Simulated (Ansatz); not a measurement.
**GaMoPd in the AlB2 type: phonon-mediated transition temperature**

Aim: the phonon-mediated transition temperature of GaMoPd in the AlB2 type at ambient pressure, over a range of μ*. The cell shown first is a relaxed one, from steps not shown here.

Calculated with Ansatz 0.2.0; DFT PBE, scalar-relativistic, plane waves, PAW; PAW set soft_1.

The structure was built from a prototype and need not be the compound's stable phase.

## (1) The cell after earlier relaxation steps

The structure is hexagonal, space group P-6m2 (No. 187). The conventional cell has a = 4.376 Å, b = 4.376 Å, c = 2.759 Å, α = 90.00°, β = 90.00°, γ = 120.00°. Mo has 2 Mo at 2.76 Å and 6 Ga at 2.88 Å and 6 Pd at 2.88 Å nearest. Ga has 3 Pd at 2.53 Å and 2 Ga at 2.76 Å and 6 Mo at 2.88 Å nearest. Nearest to Pd lie 3 Ga at 2.53 Å and 2 Pd at 2.76 Å and 6 Mo at 2.88 Å. Farther neighbours are not listed.

## (2) Coupling and resistivity: q 3×3×3, k 6×6×9, scattering 8×8×12

The run that gives the couplings also evaluates McMillan's and Allen and Dynes's formulas and, where asked, the Eliashberg equations, over a range of μ*.

input.yaml

```yaml
crystal:
  lattice:
    - [4.375884209, 0.0, 0.0]
    - [-2.1879421045, 3.7896268891, 0.0]
    - [0.0, 0.0, 2.7594806803]
  atoms:
    - { symbol: Mo, position: [0.0, 0.0, 0.0] }
    - { symbol: Ga, position: [0.3333333333, 0.6666666667, 0.5] }
    - { symbol: Pd, position: [0.6666666667, 0.3333333333, 0.5] }
kpoints:
  mp_grid: { grid: [6, 6, 9] }
hamiltonian:
  xc: pbe
  pseudopotentials: { kind: paw, azcp: { folder: soft_1 } }
scf:
  occupations: { method: methfessel_paxton, width: 0.2 }
output:
  eigenvalues: true
phonons:
  method: dfpt
  qmesh: [3, 3, 3]
  temperatures: { t_max: 1000, t_step: 50 }
  qpath:
    path:
      - [[0.0, 0.0, 0.0], [0.5, 0.0, 0.0], [0.33333333, 0.33333333, 0.0], [0.0, 0.0, 0.0], [0.0, 0.0, 0.5], [0.5, 0.0, 0.5], [0.33333333, 0.33333333, 0.5], [0.0, 0.0, 0.5]]
      - [[0.5, 0.0, 0.5], [0.5, 0.0, 0.0]]
      - [[0.33333333, 0.33333333, 0.5], [0.33333333, 0.33333333, 0.0]]
    npoints: 10
  electrical_resistivity:
    mesh: [8, 8, 12]
    temperatures: [20.0, 50.0, 77.0, 100.0, 150.0, 200.0, 300.0, 400.0, 600.0, 800.0]
  superconductivity: { mesh: [8, 8, 12] }
```

Command:

```sh
$ ansatz run input.yaml --threads 4 --pin off --max-ram 12288MiB --backend cpu --events-out ev --progress --plain --runs-dir out
```

Then come: resistivity: scattering mesh 18×18×20; electron–phonon run: q 3×3×3, k 9×9×9, scattering 12×12×16. Settings of the main run: cutoff 420 eV, 9×9×9 k-mesh, Methfessel-Paxton occupations, smearing width 0.2 eV, 12×12×16 scattering mesh, 3×3×3 q-mesh, PAW set soft 1.

Q: Predict the coupling constant λ.

In the last run (PBE, q 3×3×3, k 9×9×9, scattering 12×12×16), with λ = 1.1 and ħω_log = 11.4 meV, Tc at μ* = 0.13 is 9.1 K by McMillan's formula, 9.7 K by Allen and Dynes's and 9.5 K by the anisotropic Eliashberg equations. Raising μ* from 0.10 to 0.16 lowers the Allen–Dynes value from 11 to 8.2 K. The mean gap at a quarter of Tc gives 2Δ/k_B Tc = 3.78, against 3.53 in weak-coupling theory.

```
coupling constant λ                    : 1.09
log mean phonon energy ħω_log          : 11.4 meV
Allen–Dynes Tc at μ* = 0.1             : 11.2 K
Allen–Dynes Tc at μ* = 0.13            : 9.69 K
anisotropic Eliashberg Tc at μ* = 0.1  : 11.1 K
anisotropic Eliashberg Tc at μ* = 0.13 : 9.52 K
```

The gap spreads from 1.1 to 1.9 meV over nine tenths of the Fermi surface. By the run's own test λ is not converged in the fine mesh: it moves by 12 % between the two finest, and by up to 17 % in the other runs. The run's transport test calls it not converged in the mesh; ρ(300 K) moves by 62 % in the component that moves most. Over the runs, λ takes the values 1.02, 1.13 and 1.09, in the order shown. The structure is a hand-built model. The compound is a prototype filled by a generator; whether it can be made, and whether it orders so, was not tested. μ* is a typed number, phonons are harmonic, and spin fluctuations are left out; at μ* = 0.13 McMillan's formula turns 1 % in λ into about 1.6 % in Tc.

[Logs are printed without paths, hosts, clocks, repeated set-up lines and the standing remarks that a program may print on its own settings, such as how far it seeks lower states.]

[Hosts, paths, dates, database ids (printed as entryN), source tags and the programs' standing remarks are cut or masked in the printed files.]
